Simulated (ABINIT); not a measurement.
```xyz
2
Lattice="0.000 2.184 2.184 2.184 0.000 2.184 2.184 2.184 0.000" Properties=species:S:1:pos:R:3 pbc="T T T" subject="Quasiparticle gap of AlN (F-43m) in ABINIT" method="RPA screening on PBE, plane waves, norm-conserving pseudopotentials (and 2 further levels or steps)" program="ABINIT 10.8.3" settings="cutoff 36 Ha, PseudoDojo scalar-relativistic 0.4.1 standard, norm-conserving, potential set dojo-sr-pbe-0.4.1-standard, ngkpt (6, 6, 6), nband 51, ecuteps 6 Ha, inclvkb 2, shiftk (0, 0, 0), symchi 1, awtr 1, frequency ppm, 6×6×6 k-mesh" cost="5 runs, 35 s in all on 4 MPI ranks of Arm Neoverse V2, shared host" notes="The cell and positions are those that the Materials Project relaxed with its own functionals (PBE, PBE+U or r2SCAN), kept fixed. This is not the form that AlN usually takes at ambient conditions." pbe_gap="3.32 eV, indirect" g0w0_gap_on_the_mesh="4.39 eV" gw_settings="6×6×6 mesh, 51 bands, screening to 163.3 eV, Godby-Needs plasmon pole" known_limits="short of the basis limit"
Al    0.000    0.000    0.000
N     3.276    3.276    3.276
```

[Long decimals in the printed logs are rounded to 6 places.]

[Logs are printed without paths, hosts, clocks, repeated set-up lines and the standing remarks that a program may print on its own settings, such as how far it seeks lower states.]

[Paths, hosts, dates, memory and timing lines, banners, echoed tables and standing remarks are left out of the program output; an Ansatz launch command may be rebuilt from the run's recorded settings. Measured values are a selection of at most five: reports struck by readers or far from the other reports are left out. None is set beside runs whose start may be inverted or whose files or cutoffs have a known fault.]

[Runs of the session that timed out or met a known fault of the program may be left out.]

[Hosts, paths, dates, database ids (printed as entryN), source tags and the programs' standing remarks are cut or masked in the printed files.]

[G0W0 gaps are taken among the corrected bands and points alone; a level outside them can change the order at an edge.]

[Where Ansatz stands beside ABINIT at settings called matched, ABINIT's density can come from a denser mesh and the files from another edition; pairs whose starting gaps differed by over 0.03 eV were left out, so agreement reads better than it is.]
